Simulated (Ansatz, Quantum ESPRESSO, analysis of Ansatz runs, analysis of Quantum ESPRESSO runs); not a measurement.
# Interstitial H+ in rutile SnO2: local vibrational mode against experiment (Quantum ESPRESSO), part 2 of 2

Aim: the local vibrational mode of interstitial H+ in rutile SnO2, to be set beside the measurement. Set-up: PBE, SSSP 1.3 efficiency PBE, 24-site cell, PBE lattice, k: the single point 1/4 1/4 1/4, start relaxed with Ansatz. The model is a cell of 24 host atoms with 1 H put in. The frequencies come from force constants among the defect atom and its neighbours, with the masses of the isotopes named. Other potentials or another program check that the number doesn't hang on one set of files.

Quantum ESPRESSO 7.5; PBE, SSSP 1.3 efficiency PBE, 24-site cell, PBE lattice, k: the single point 1/4 1/4 1/4, start relaxed with Ansatz.

So far: The starting structure; Relaxation, charge +1.

**3. Atom O6 moved by 0.015 A along x**

Force constants come from the forces after small displacements. One such run is shown.

This step: Quantum ESPRESSO plane-wave DFT, PBE, SSSP 1.3 efficiency PBE potentials; single point of a defect supercell.

pw.in reads:

```
&CONTROL
  calculation = 'scf'
  prefix = 'pwscf'
  outdir = './tmp'
  pseudo_dir = './pseudo'
  tprnfor = .true.
  disk_io = 'low'
/
&SYSTEM
  ibrav = 0
  nat = 25
  ntyp = 3
  ecutwfc = 60
  ecutrho = 480
  nbnd = 108
  occupations = 'smearing'
  smearing = 'fd'
  degauss = 0.00073499
  tot_charge = 1
  nosym = .true.
/
&ELECTRONS
  conv_thr = 1d-10
  electron_maxstep = 100
  mixing_beta = 0.5
/
ATOMIC_SPECIES
Sn   118.7100 Sn_pbe_v1.uspp.F.UPF
O     15.9990 O.pbe-n-kjpaw_psl.0.1.UPF
H      1.0080 H.pbe-rrkjus_psl.1.0.0.UPF
CELL_PARAMETERS angstrom
   4.8289720479    4.8289720479    0.0000000000
  -4.8289720479    4.8289720479    0.0000000000
   0.0000000000    0.0000000000    6.4846770270
ATOMIC_POSITIONS crystal
Sn    -0.0085813126    0.0020541226   -0.0006954861
Sn     0.5032028057    0.5075109660   -0.0080102792
Sn     0.0073164231    0.5082952858    0.2501190890
Sn     0.4870185867   -0.0200364410    0.2502364455
[... 1 atom line left out ...]
O      0.8100162890    0.5117523555    0.0011772252
[... 1 atom line left out ...]
O      0.5481558762    0.2976096229    0.2502313145
[... 1 atom line left out ...]
O      0.6841218264   -0.0125148915    0.0023605660
O     -0.0388321722    0.2002829383    0.2502141693
O      0.4841743168    0.6806726582    0.2501272673
[... 1 atom line left out ...]
Sn     0.5034357502    0.5073396355    0.5083397638
[... 3 atom lines left out ...]
O      0.8084046865    0.5123670225    0.4989754692
[... 3 atom lines left out ...]
O      0.6838935276   -0.0134714252    0.4980821547
[... 2 atom lines left out ...]
H      0.6941628842    0.2758209115    0.2500825234
K_POINTS crystal
1
0.25 0.25 0.25 1.0
```

The run is started by

```
$ OMP_NUM_THREADS=1 pw.x -in pw.in > pw.out
```

The log of the run:

```text
[banner, memory and clock lines left out]
          URL

     file O.pbe-n-kjpaw_psl.0.1.UPF: wavefunction(s)  2P renormalized

     G-vector sticks info

     bravais-lattice index     =            0
     lattice parameter (alat)  =      12.9053  a.u.
     unit-cell volume          =    2040.9122 (a.u.)^3
     number of atoms/cell      =           25
     number of atomic types    =            3
     number of electrons       =       208.00
     number of Kohn-Sham states=          108
     kinetic-energy cutoff     =      60.0000  Ry
     charge density cutoff     =     480.0000  Ry
     scf convergence threshold =      1.0E-10
     mixing beta               =       0.5000
     number of iterations used =            8  plain     mixing
     Exchange-correlation= PBE
                           (   1   4   3   4   0   0   0)

     celldm(1)=  12.905313  celldm(2)=   0.000000  celldm(3)=   0.000000
     celldm(4)=   0.000000  celldm(5)=   0.000000  celldm(6)=   0.000000

     crystal axes: (cart. coord. in units of alat)
               a(1) = (   0.707107   0.707107   0.000000 )
               a(2) = (  -0.707107   0.707107   0.000000 )
               a(3) = (   0.000000   0.000000   0.949552 )

     reciprocal axes: (cart. coord. in units 2 pi/alat)
               b(1) = (  0.707107  0.707107 -0.000000 )
               b(2) = ( -0.707107  0.707107  0.000000 )
               b(3) = (  0.000000 -0.000000  1.053128 )

     PseudoPot. # 1 for Sn read from file:
     Sn_pbe_v1.uspp.F.UPF
     Pseudo is Ultrasoft + core correction, Zval = 14.0
     Generated by new atomic code, or converted to UPF format
     Using radial grid of  891 points,  6 beta functions with:
                l(1) =   0
                l(2) =   0
                l(3) =   1
                l(4) =   1
                l(5) =   2
                l(6) =   2
     Q(r) pseudized with  6 coefficients,  rinner =    1.200   1.200   1.200
                                                       1.200   1.200

     PseudoPot. # 2 for O  read from file:
     O.pbe-n-kjpaw_psl.0.1.UPF
     Pseudo is Projector augmented-wave + core cor, Zval =  6.0
     Generated using "atomic" code by A. Dal Corso  v.5.0.99 svn rev. 10869
     Shape of augmentation charge: BESSEL
     Using radial grid of 1095 points,  4 beta functions with:
                l(1) =   0
                l(2) =   0
                l(3) =   1
                l(4) =   1
     Q(r) pseudized with 0 coefficients

     PseudoPot. # 3 for H  read from file:
     H.pbe-rrkjus_psl.1.0.0.UPF
     Pseudo is Ultrasoft, Zval =  1.0
     Generated using "atomic" code by A. Dal Corso  v.5.1
     Using radial grid of  929 points,  2 beta functions with:
                l(1) =   0
                l(2) =   0
     Q(r) pseudized with 0 coefficients

     atomic species   valence    mass     pseudopotential
     Sn               14.00   118.71000     Sn( 1.00)
     O                 6.00    15.99900     O ( 1.00)
     H                 1.00     1.00800     H ( 1.00)

     No symmetry found

   Cartesian axes

     site n.     atom                  positions (alat units)
         1        Sn     tau(   1) = (  -0.0075204  -0.0046154  -0.0006604  )
         2        Sn     tau(   2) = (  -0.0030463   0.7146826  -0.0076062  )
         3        Sn     tau(   3) = (  -0.3542456   0.3645925   0.2375010  )
         4        Sn     tau(   4) = (   0.3585420   0.3302062   0.2376125  )
         5        O      tau(   5) = (   0.2001400   0.2238366   0.0030757  )
         6        O      tau(   6) = (   0.2109044   0.9346316   0.0011178  )
         7        O      tau(   7) = (  -0.5663453   0.5819645   0.2377597  )
         8        O      tau(   8) = (   0.1771630   0.5980465   0.2376076  )
         9        O      tau(   9) = (  -0.2016109   0.4831097   0.0019269  )
        10        O      tau(  10) = (   0.4925965   0.4748978   0.0022415  )
        11        O      tau(  11) = (  -0.1690799   0.1141629   0.2375913  )
        12        O      tau(  12) = (  -0.1389453   0.8236712   0.2375088  )
        13        Sn     tau(  13) = (  -0.0076449  -0.0044461   0.4759188  )
        14        Sn     tau(  14) = (  -0.0027605   0.7147261   0.4826949  )
        15        Sn     tau(  15) = (  -0.3522466   0.3556352   0.7123402  )
        16        Sn     tau(  16) = (   0.3441903   0.3535246   0.7123749  )
        17        O      tau(  17) = (   0.1992948   0.2246103   0.4722185  )
        18        O      tau(  18) = (   0.2093302   0.9339266   0.4738031  )
        19        O      tau(  19) = (  -0.5650969   0.5764179   0.7122291  )
        20        O      tau(  20) = (   0.1425649   0.5819545   0.7124937  )
        21        O      tau(  21) = (  -0.2016898   0.4832388   0.4731360  )
        22        O      tau(  22) = (   0.4931115   0.4740600   0.4729548  )
        23        O      tau(  23) = (  -0.1492013   0.1264273   0.7124436  )
        24        O      tau(  24) = (  -0.1524449   0.8386380   0.7123559  )
        25        H      tau(  25) = (   0.2958124   0.6858821   0.2374663  )

     number of k points=     1  Fermi-Dirac smearing, width (Ry)=  0.0007
                       cart. coord. in units 2pi/alat
        k(    1) = (   0.0000000   0.3535534   0.2632821), wk =   2.0000000

[...]
total energy              =   -1974.90311407 Ry
     estimated scf accuracy    <       1.29387615 Ry

     iteration #  3     ecut=    60.00 Ry     beta= 0.50
     Davidson diagonalization with overlap
     ethr =  6.22E-04,  avg # of iterations =  2.0

     total energy              =   -1975.05593535 Ry
     estimated scf accuracy    <       0.08168521 Ry

     iteration #  4     ecut=    60.00 Ry     beta= 0.50
     Davidson diagonalization with overlap
     ethr =  3.93E-05,  avg # of iterations =  9.0

     total energy              =   -1975.07322674 Ry
     estimated scf accuracy    <       0.01963943 Ry

     iteration #  5     ecut=    60.00 Ry     beta= 0.50
     Davidson diagonalization with overlap
     ethr =  9.44E-06,  avg # of iterations =  7.0

     total energy              =   -1975.07366649 Ry
     estimated scf accuracy    <       0.00385025 Ry

     iteration #  6     ecut=    60.00 Ry     beta= 0.50
     Davidson diagonalization with overlap
     ethr =  1.85E-06,  avg # of iterations =  6.0

     total energy              =   -1975.07468503 Ry
     estimated scf accuracy    <       0.00339195 Ry

     iteration #  7     ecut=    60.00 Ry     beta= 0.50
     Davidson diagonalization with overlap
     ethr =  1.63E-06,  avg # of iterations =  2.0

     total energy              =   -1975.07508874 Ry
     estimated scf accuracy    <       0.00014724 Ry

     iteration #  8     ecut=    60.00 Ry     beta= 0.50
     Davidson diagonalization with overlap
     ethr =  7.08E-08,  avg # of iterations =  5.0

     total energy              =   -1975.07517428 Ry
     estimated scf accuracy    <       0.00014936 Ry

     iteration #  9     ecut=    60.00 Ry     beta= 0.50
     Davidson diagonalization with overlap
     ethr =  7.08E-08,  avg # of iterations =  2.0

     total energy              =   -1975.07518800 Ry
     estimated scf accuracy    <       0.00001299 Ry

     iteration # 10     ecut=    60.00 Ry     beta= 0.50
     Davidson diagonalization with overlap
     ethr =  6.24E-09,  avg # of iterations =  4.0

     total energy              =   -1975.07519162 Ry
     estimated scf accuracy    <       0.00000018 Ry

     iteration # 11     ecut=    60.00 Ry     beta= 0.50
     Davidson diagonalization with overlap
     ethr =  8.59E-11,  avg # of iterations =  5.0

     total energy              =   -1975.07519164 Ry
     estimated scf accuracy    <       0.00000033 Ry

     iteration # 12     ecut=    60.00 Ry     beta= 0.50
     Davidson diagonalization with overlap
     ethr =  8.59E-11,  avg # of iterations =  4.0

     total energy              =   -1975.07519175 Ry
     estimated scf accuracy    <       0.00000003 Ry

     iteration # 13     ecut=    60.00 Ry     beta= 0.50
     Davidson diagonalization with overlap
     ethr =  1.68E-11,  avg # of iterations =  2.0

     total energy              =   -1975.07519174 Ry
     estimated scf accuracy    <       0.00000002 Ry

     iteration # 14     ecut=    60.00 Ry     beta= 0.50
     Davidson diagonalization with overlap
     ethr =  9.06E-12,  avg # of iterations =  2.0

     total energy              =   -1975.07519174 Ry
     estimated scf accuracy    <          3.8E-10 Ry

     iteration # 15     ecut=    60.00 Ry     beta= 0.50
     Davidson diagonalization with overlap
     ethr =  1.82E-13,  avg # of iterations =  4.0

     End of self-consistent calculation

          k = 0.0000 0.3536 0.2633 ( 16005 PWs)   bands (ev):

   -12.2934 -12.1590 -11.9557 -11.9236 -11.8778 -11.8322 -11.7657 -11.6582
   -11.5930 -11.5245 -11.4933 -11.4570 -11.4003 -11.3681 -11.3574 -11.3456
   -11.3328 -11.3197 -11.3035 -11.2878 -11.2837 -11.2630 -11.2534 -11.2387
   -11.2166 -11.1494 -11.1074 -11.0963 -11.0737 -11.0714 -11.0679 -11.0475
   -11.0456 -11.0328 -11.0093 -11.0045 -10.9928 -10.9875 -10.9690 -10.9520
   -10.4366  -9.3314  -8.8507  -8.7209  -8.4467  -8.2973  -8.2433  -7.9592
    -7.8482  -7.4922  -7.3734  -7.1711  -6.8542  -6.7856  -6.7489  -6.6777
     1.1565   1.4154   1.7172   1.7901   2.1563   2.6561   2.7126   2.8664
     3.9048   4.1567   4.2590   4.3623   4.5170   4.5577   4.9293   5.0190
     5.0422   5.1324   5.1927   5.3099   5.5078   5.7270   6.0851   6.2383
     6.4155   6.6214   6.7457   6.7803   6.9188   7.0069   7.1397   7.2402
     7.2607   7.3637   7.4054   7.5205   7.6238   7.6605   7.7312   7.7886
     7.8534   7.9624   8.1031   8.1166   8.1429   8.1977   8.2657   8.4418
    11.3633  12.9669  13.0948  13.4811

     the Fermi energy is    10.3342 ev

!    total energy              =   -1975.07519174 Ry
     estimated scf accuracy    <          4.0E-11 Ry
     smearing contrib. (-TS)   =       0.00000000 Ry
     internal energy E=F+TS    =   -1975.07519174 Ry

     The total energy is F=E-TS. E is the sum of the following terms:
     one-electron contribution =    -540.32175559 Ry
     hartree contribution      =     431.12697611 Ry
     xc contribution           =    -501.49226871 Ry
     ewald contribution        =   -1212.13558863 Ry
     one-center paw contrib.   =    -152.25255491 Ry

     convergence has been achieved in  15 iterations

     Forces acting on atoms (cartesian axes, Ry/au):

     atom    1 type  1   force =    -0.00025297    0.00042958    0.00002417
     atom    2 type  1   force =     0.00160800    0.00111378    0.00024268
     atom    3 type  1   force =     0.00140299    0.00084100    0.00080463
     atom    4 type  1   force =    -0.00019675    0.00016626    0.00000847
     atom    5 type  2   force =     0.00016678    0.00007157    0.00003843
     atom    6 type  2   force =    -0.00722702   -0.00434448    0.00005067
     atom    7 type  2   force =    -0.00004939   -0.00009413    0.00002113
     atom    8 type  2   force =    -0.00031052    0.00016689   -0.00005701
     atom    9 type  2   force =     0.00125578    0.00137878    0.00005321
     atom   10 type  2   force =     0.00037782   -0.00053683   -0.00014817
[...]
atom   21 type  2   force =     0.00011453    0.00018365   -0.00008807
     atom   22 type  2   force =     0.00013637   -0.00046232    0.00005645
     atom   23 type  2   force =     0.00038097   -0.00039988   -0.00045420
     atom   24 type  2   force =     0.00040803    0.00020240    0.00035670
     atom   25 type  3   force =     0.00014761   -0.00006395   -0.00005599

     Total force =     0.009481     Total SCF correction =     0.000017
```

It took 1.9 min on 1 thread of Arm Neoverse V2, shared host; peak memory 1.4 GiB.

**4. Local vibrational modes**

Analysis of the runs above: force constants by central differences of Quantum ESPRESSO plane-wave DFT, PBE, SSSP 1.3 efficiency PBE potentials forces among the atoms nearest to a defect, the others at rest.

The modes with the largest weight on the probed atoms (the light atom of a pair), for the masses of each isotope. Modes of the displaced atoms (local only where they lie over the host's phonons):

| isotopes | mode (cm⁻¹) | share of the defect atoms |
| --- | --- | --- |
| H | 3055 | 0.938 |
| H | 1175 | 0.969 |
| H | 934.5 | 0.92 |
| D | 2227 | 0.881 |
| D | 847 | 0.911 |
| D | 692.5 | 0.786 |

**5. Outcome**

| Item | Value |
| --- | --- |
| distance from the defect atom to its nearest neighbour | 1.008 Å |
| O-H stretch, 1H | 3055 cm⁻¹ |
| O-D stretch, 2H | 2227 cm⁻¹ |

O-H stretch, 1H: computed 3055 cm⁻¹, measured 3156.1 cm⁻¹; 101 cm⁻¹ (3 %) below the measurement. O-D stretch, 2H: computed 2227 cm⁻¹, measured 2360.4 cm⁻¹; 133 cm⁻¹ (6 %) below the measurement. The computed value is harmonic, while the measured line is the anharmonic fundamental, which for X–H stretches usually lies a few per cent lower. Only the named neighbours move, so modes near the host's band are approximate. Limits: the periodic copies of the defect are only 6.5 Å apart.

[Logs are printed without paths, hosts, clocks, repeated set-up lines and the standing remarks that a program may print on its own settings, such as how far it seeks lower states.]

[Hosts, paths, dates, database ids (printed as entryN), source tags and the programs' standing remarks are cut or masked in the printed files.]

[For some hosts the program warned that the k-mesh of the response run may be too coarse for force constants and the static dielectric constant; such warnings are not shown here.]
